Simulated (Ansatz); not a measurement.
**Lattice dynamics of (CdSe)1(MgSe)2 [001] superlattice, started as zinc blende**

Wanted: vibrations and spectra of (CdSe)1(MgSe)2 [001] superlattice, started as zinc blende; the cell is already relaxed.

Calculated with Ansatz 0.2.0; DFT LDA, scalar-relativistic, plane waves, PAW.

The structure was built from a prototype and need not be the compound's stable phase.

Symmetry: I-4m2, No. 119, tetragonal system. The conventional cell has a = 4.196 Å, b = 4.196 Å, c = 17.638 Å, α = 90.00°, β = 90.00°, γ = 90.00°. Nearest to Cd lie 4 Se at 2.60 Å. Mg has 4 Se at 2.54 to 2.55 Å nearest. Nearest to Se lie 2 Mg at 2.54 Å and 2 Cd at 2.60 Å. Nearest to Se lie 4 Mg at 2.55 Å. Farther neighbours and most contacts between anions are not listed.

```json
{
  "space group (within 0.01 Å)": "I-4m2",
  "volume per atom": "25.9 Å³",
  "gap on the k-mesh": "1.71 eV",
  "highest optical mode at the zone centre (no LO-TO term)": "318 cm⁻¹",
  "top of the zone-centre spectrum with the field": "327 cm⁻¹",
  "lowest optical zone-centre mode": "50.2 cm⁻¹",
  "mean high-frequency dielectric constant": "5.59",
  "mean static dielectric constant": "8.13",
  "largest Born charge (third of the trace)": "2.04 e",
  "imaginary modes at Γ (the only wavevector solved)": "none"
}
```

What this shows: The structure is stable against zone-centre distortions, since no mode there is imaginary; other wavevectors were not solved, so zone-boundary instabilities are untested. Without the field, the optical modes at Γ span 50 to 318 cm⁻¹. No dispersion was computed. The highest mode in this list at Γ, 317.9 cm⁻¹, is mostly motion of Mg (91 % of the kinetic energy). With the macroscopic field of the longitudinal modes the top of the zone-centre spectrum lies at 327 cm⁻¹, against 318 cm⁻¹ without it. Lattice motion raises the mean dielectric constant from 5.593 to 8.133. The strongest infrared line is at 284 cm⁻¹. Averaged over orientations, the strongest Raman line at 532 nm and 300 K is at 50 cm⁻¹, among the modes without the field; their longitudinal partners can be Raman active too. The tensors are the static, non-resonant ones, while 532 nm light (2.33 eV) lies above the computed gap. With the field response the log warns that the k mesh is coarse for the force constants too, so the frequencies may not be converged. The starting cell was built on a prototype and not taken from a measurement, so the phase need not exist. These are harmonic frequencies at zero temperature: anharmonic shifts, linewidths and thermal expansion are left out.

What was the input of the first run?

One input that does so (others would too):

Contents of input.yaml:

```yaml
crystal:
  lattice:
    - [2.96728583, 2.96728583, 0.0]
    - [-2.96728583, 2.96728583, 0.0]
    - [2.96728583, 0.0, 8.8189100794]
  atoms:
    - { symbol: Cd, position: [0.0, 0.0, 0.0] }
    - { symbol: Mg, position: [0.3318946408, 0.6681053592, 0.3362107184] }
    - { symbol: Mg, position: [0.6681053592, 0.3318946408, 0.6637892816] }
    - { symbol: Se, position: [0.4130874896, 0.0869125104, 0.1738250207] }
    - { symbol: Se, position: [0.75, 0.75, 0.5] }
    - { symbol: Se, position: [0.0869125104, 0.4130874896, 0.8261749793] }
kpoints:
  mp_grid: { grid: [8, 8, 8] }
hamiltonian:
  xc: lda
scf:
  occupations: { method: fixed }
output:
  eigenvalues: true
phonons:
  method: dfpt
  dielectric: true
  rigid_motions: translations
  raman: true
```

Command:

```console
ansatz run input.yaml --threads 4 --pin off --max-ram 14336MiB --backend cpu --events-out ev --progress --plain --runs-dir out
```

[Logs are printed without paths, hosts, clocks, repeated set-up lines and the standing remarks that a program may print on its own settings, such as how far it seeks lower states.]

[Hosts, paths, dates, database ids (printed as entryN), source tags and the programs' standing remarks are cut or masked in the printed files.]
